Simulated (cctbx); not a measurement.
# Accept or mend?

Cell a = 9.5360 Å, b = 9.5360 Å, c = 11.5470 Å, α = 90.00°, β = 90.00°, γ = 120.00°; space group R-3 (no. 148).

The data are simulated with cctbx, not measured: Mo Kα, λ = 0.71073 Å, to d = 0.6 Å, 50 % of the full sphere, strongest reflection 70000 counts, noise from counting, a 2 % proportional error and a noise floor of 15 counts (s.d.); no absorption.

An anisotropic refinement with weights 1/σ² prints:

```text
Rint 0.017, 971 unique reflections to 0.60 A
cycle     R1     wR2    GooF  max shift (A)
   1  0.1493  0.3761  17.902   0.00388
   2  0.1535  0.3568  16.984   0.00000
final R1 0.1535 wR2 0.3568 GooF 16.984  parameters 14  data/parameter 69.4
atom        x        y        z      Ueq    occ   su(xyz)  su(Uiso or U11)
Bi1    0.74030  0.99815  0.62992   0.0048  1.000  0.00015  0.0006
Sb1    0.00000  0.00000  0.12479   0.0078  1.000  0.00037  0.0010
Ag1    0.00000  0.00000  0.50000   0.0036  1.000  0.00000  0.0013
difference map: max 132.72 min -12.51 rms 4.70
Q1    0.0000  0.5000  0.5000    9  137.94  2.72 A from Bi1
Q2    0.9998  0.2637  0.3693   18   53.74  0.05 A from Bi1
Q3    0.0000  0.0000  0.1282    6   27.49  0.04 A from Sb1
Q4    0.0000  0.0000  0.5000    3   15.81  0.00 A from Ag1
Q5    0.0769  0.5928  0.5316   18    6.71  2.18 A from Sb1
Q6    0.0848  0.5135  0.4592   18    6.62  2.28 A from Sb1
```

**Question.** Can this result stand? If not, what is the likely fault?

Mend it. The fault: an atom left out, Fe at (5/6, 1/6, 1/6). Against the right model at the same level, R1 goes from 0.0090 to 0.1535 and GooF from 0.95 to 16.98, U of Ag1 shrinks from 0.0076 to 0.0036 Å², U of Bi1 shrinks from 0.0086 to 0.0048 Å², U of Sb1 shrinks from 0.0109 to 0.0078 Å² and the top difference peak, 137.9 e/Å³, lies 2.72 Å from Bi1. Q1 is the missing atom. With scattering power missing, scale and phases suffer, so peaks may also grow on the heavy atoms.

The compound is Fe3AgBi6Sb2. The right model at the same level gives:

```text
Rint 0.017, 971 unique reflections to 0.60 A
cycle     R1     wR2    GooF  max shift (A)
   1  0.0126  0.0315   1.505   0.00016
   2  0.0090  0.0199   0.952   0.00000
final R1 0.0090 wR2 0.0199 GooF 0.952  parameters 20  data/parameter 48.5
atom        x        y        z      Ueq    occ   su(xyz)  su(Uiso or U11)
Bi1    0.74007  0.99824  0.63003   0.0086  1.000  0.00001  0.0000
Sb1    0.00000  0.00000  0.12514   0.0109  1.000  0.00002  0.0001
Ag1    0.00000  0.00000  0.50000   0.0076  1.000  0.00000  0.0001
Fe1    0.83333  0.16667  0.16667   0.0139  1.000  0.00000  0.0002
difference map: max 0.98 min -0.88 rms 0.25
Q1    0.0196  0.1696  0.7319   18    1.01  1.89 A from Fe1
Q2    0.0728  0.5690  0.5932   18    0.88  1.27 A from Fe1
Q3    0.0572  0.4930  0.5569   18    0.88  0.88 A from Fe1
Q4    0.0028  0.0698  0.9842   18    0.85  1.42 A from Sb1
Q5    0.0407  0.4816  0.2630   18    0.80  1.66 A from Bi1
Q6    0.1008  0.5472  0.0940   18    0.77  1.40 A from Bi1
```

This is a model crystal, built by substitution and not relaxed, with assumed displacement parameters.

[Middle refinement cycles are left out of these outputs.]

[Logs are printed without paths, hosts, clocks, repeated set-up lines and the standing remarks that a program may print on its own settings, such as how far it seeks lower states.]
